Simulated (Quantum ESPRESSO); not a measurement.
## Energy mapping worked by hand: FeO (Wuestite)

Can a spin model with one coupling foretell the energy of a further order of FeO (Wuestite)?

Program: Quantum ESPRESSO 7.5. Level of theory: PBEsol; plane waves with GBRV 1.5 PBEsol potentials, no spin-orbit coupling. Results are calculated unless marked as measured.

The database entry behind the starting cell differs from later determinations by our own check (inexact against later determinations), so it need not match the best structure at ambient conditions.

**1. Set-up**

It takes space group Fm-3m (No. 225, cubic). The conventional cell has a = 4.311 Å, b = 4.311 Å, c = 4.311 Å, α = 90.00°, β = 90.00°, γ = 90.00°. Nearest to Fe lie 6 O at 2.16 Å. Nearest to O lie 6 Fe at 2.16 Å. Farther neighbours and most contacts between anions are not listed.

The cell comes from the Crystallography Open Database.

**2. The parallel order**

All energies count from this run.

pw.in

```
&CONTROL
  calculation = 'scf'
  prefix = 'pwscf'
  outdir = './tmp'
  pseudo_dir = './pseudo'
  disk_io = 'nowf'
/
&SYSTEM
  ibrav = 0
  celldm(1) = 8
  nat = 2
  ntyp = 2
  ecutwfc = 40
  ecutrho = 280
  nbnd = 20
  occupations = 'smearing'
  smearing = 'fd'
  degauss = 0.00367493
  nspin = 2
  starting_magnetization(1) = 0.25
  starting_magnetization(2) = 0
/
&ELECTRONS
  conv_thr = 4d-09
  electron_maxstep = 150
  mixing_beta = 0.3
/
ATOMIC_SPECIES
Fe     55.8450 fe_pbesol_v1.5.uspp.F.UPF
O      15.9990 o_pbesol_v1.2.uspp.F.UPF
CELL_PARAMETERS alat
   0.0000000000000    0.5091394611273    0.5091394611273
   0.5091394611273    0.0000000000000    0.5091394611273
   0.5091394611273    0.5091394611273    0.0000000000000
ATOMIC_POSITIONS crystal
Fe      0.0000000000    0.0000000000    0.0000000000
O       0.5000000000    0.5000000000    0.5000000000
K_POINTS automatic
8 8 8 0 0 0
```

Launch:

```bash
> OMP_NUM_THREADS=1 mpirun -n 4 pw.x -nk 4 -in pw.in > pw.out
```

The log of the run:

```text
Program PWSCF v.7.5 starts
     [... lines left out ...]
     number of atoms/cell      =            2
     [... lines left out ...]
     number of electrons       =        22.00
     number of Kohn-Sham states=           20
     kinetic-energy cutoff     =      40.0000  Ry
     charge density cutoff     =     280.0000  Ry
     scf convergence threshold =      4.0E-09
     [... lines left out ...]
     48 Sym. Ops., with inversion, found
     [... lines left out ...]
     number of k points=    29  Fermi-Dirac smearing, width (Ry)=  0.0037
     [... lines left out ...]
     iteration # 10     ecut=    40.00 Ry     beta= 0.30
     [... lines left out ...]
     Magnetic moment per site  (integrated on atomic sphere of radius R)
     atom   1 (R=0.210)  charge= 13.5344  magn=  3.4565
     atom   2 (R=0.210)  charge=  5.8112  magn=  0.3234
     [... lines left out ...]
     the Fermi energy is    14.3926 ev
!    total energy              =    -282.40732644 Ry
     estimated scf accuracy    <          1.0E-09 Ry
     smearing contrib. (-TS)   =      -0.00095406 Ry
     [... lines left out ...]
     total magnetization       =     4.00 Bohr mag/cell
     absolute magnetization    =     4.02 Bohr mag/cell
     convergence has been achieved in  10 iterations
   JOB DONE.
```

It took 3.1 s on 4 MPI ranks of Intel Xeon 6975P-C (Granite Rapids), shared host; peak memory 0.27 GiB; 12 s of CPU time.

Spin moment in the atom's sphere by atom:

```
atom  spin moment in the atom's sphere (μB)
 Fe1                                   3.46
  O2                                   0.32
```

Read from the output:

* smearing term TS: 0.01298 eV
* magnetization: 4.004 μB
* absolute magnetization: 4.016 μB
* final state: ferromagnetic

**3. The orders used for the fit**

The other orders were run with the same settings, on meshes that hold the same points. Free energies are divided by the number of Fe atoms; q is in fractions of the reciprocal vectors of the first run's cell.

```
              order  atoms   mesh  free energy (eV)   eV per Fe  largest moment (μB)
                F +      2  8×8×8        -3842.3474  -3842.3474                 3.46
AF q=(0,1/2,1/2) +-      4  8×4×8        -7684.1999  -3842.0999                 3.37
```

**4. Counting neighbours**

With E = −Σ J e_i·e_j over ordered pairs of unit vectors, turning a neighbour from parallel to opposed costs 2J a Fe atom. So an order lies 2 Σ n J over the parallel one, n being the opposed neighbours in each shell.

```
shell  distance (Å)  neighbours  opposed in AF q=(0,1/2,1/2) +-  opposed in AF q=(0,0,1/2) +-
   J1          3.05          12                               8                             6
   J2          4.31           6                               0                             6
```

Only J1 is kept, as an effective coupling that takes up all reversed shells.

**5. Solving**

```
2 × 8 × J1 = +247.5 meV    (AF q=(0,1/2,1/2) +-)
J1 = +15.47 meV
```

**6. The test**

The couplings now give the orders that were left out:

```
2 × 6 × (+15.47) = +185.6 meV    (AF q=(0,0,1/2) +-)
```

The runs themselves:

```
            order  atoms   mesh  free energy (eV)   eV per Fe  largest moment (μB)  over the parallel order (meV)  foretold (meV)
AF q=(0,0,1/2) +-      4  8×8×4        -7684.6001  -3842.3001                 3.30                          +47.4          +185.6
```

**7. One more shell**

One way to take up the miss is the next shell. Both differences then fix both couplings, and no order is left for a test.

```
2 × 8 × J1 = +247.5 meV    (AF q=(0,1/2,1/2) +-)
2 × 6 × J1 + 2 × 6 × J2 = +47.4 meV    (AF q=(0,0,1/2) +-)
J1 = +15.47 meV
J2 = -11.52 meV
```

**8. Outcome**

```yaml
effective_j1_fe_fe_at_3p05_a: 15.5 meV
largest_miss_on_the_orders_left_out: 138 meV
j1_with_two_shells: 15.5 meV
j2_with_two_shells: -11.5 meV
```

The model misses the order left out by 138 meV, 56 % of the largest energy difference, so it fails: these couplings alone don't describe the crystal. With the next shell added the couplings are J1 = +15.47 and J2 = -11.52 meV, untested. The largest moment changes by 4.6 % between the orders. Shells that were dropped are folded into the couplings or show in the miss. No Hubbard term acts here. In such compounds local and semilocal functionals without one often delocalise the d electrons, and can shrink or lose moments and miss the size, sign and order of the couplings. The smearing term is large for its width, so states at the Fermi level are partly filled: at this level the cell is a metal or has a gap of a few widths at most.

[Logs and program files are shortened in this print: banners, set-up blocks, solver, clock and traceback lines can be left out without a mark of their own.]

[Logs are printed without paths, hosts, clocks, repeated set-up lines and the standing remarks that a program may print on its own settings, such as how far it seeks lower states.]

[Hosts, paths, dates, database ids (printed as entryN), source tags and the programs' standing remarks are cut or masked in the printed files.]

[Where a cell is said to come from a database of computed structures, the database is the Materials Project.]
